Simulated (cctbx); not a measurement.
# Lattice, Laue class and space group of a new crystal

Cell: a = 4.0690 Å, b = 4.0690 Å, c = 4.0690 Å, α = 90.00°, β = 90.00°, γ = 90.00°. Expected content of the cell: La1 Cr3.

Simulated single-crystal data (cctbx): Mo Kα, λ = 0.71073 Å, to d = 0.8 Å, 70 % of the full sphere, strongest reflection 20000 counts, noise from counting, a 4 % proportional error and a noise floor of 4 counts (s.d.); no absorption.

Tests on the unmerged data give:

```text
355 reflections to d = 0.814 A
centring   violations  <I/sigma> of those
    A        172 of   172     18.0
    B        187 of   187     18.1
    C        165 of   165     18.0
    I        184 of   184     19.3
    R        256 of   256     19.6
    F        262 of   262     18.0
Laue class    unique    Rint  (classes that these axes allow; Friedel mates merged)
P -1              233   0.025
P 1 2/m 1         145   0.028
P 1 1 2/m         144   0.027
P 2/m 1 1         146   0.027
P m m m            95   0.029
P 4/m              78   0.030
P 4/m m m          58   0.031
R -3 :R            87   0.029
R -3 m :R          59   0.030
P m -3             34   0.031
P m -3 m           26   0.031
space group    extra absences  I>4sigma  <I/sigma>
P 4 3 2                 0          0         -  acentric
P -4 3 m                0          0         -  acentric
P m -3 m                0          0         -  centric
Wilson B = 0.47 A^2   <|E^2-1|> = 0.753 (0.968 centric, 0.736 acentric)   E^2>4: 0.0 %
shell (A)         n   <I/sigma>
 4.07 - 1.17     12     63.9
 1.17 - 0.93      8     71.8
 0.93 - 0.81      6     68.4
```

**Question.** What are the lattice type, the Laue class and the likely space group?

Every centring test has many violations, so the lattice is primitive.

Rint stays low (0.025 to 0.031) up to P m -3 m, the highest class in these axes.

3 settings pass the absence test. No glide or screw absences show, which leaves P 4 3 2, P -4 3 m and P m -3 m.

⟨|E²−1|⟩ = 0.753 leans to a non-centrosymmetric structure. Here that hint misleads: the statistic assumes many like atoms on general positions, and few, heavy or special-position atoms break it. The Wilson B of 0.47 Å² means U ≈ 0.0060 Å².

The true group is Pm-3m (no. 221), Laue class m-3m, centrosymmetric. The tables only narrow the choice to the tied entries; cell content, site symmetry and trial solutions must settle it.

This is a model crystal, built by substitution and not relaxed, with assumed displacement parameters.

[Logs are printed without paths, hosts, clocks, repeated set-up lines and the standing remarks that a program may print on its own settings, such as how far it seeks lower states.]
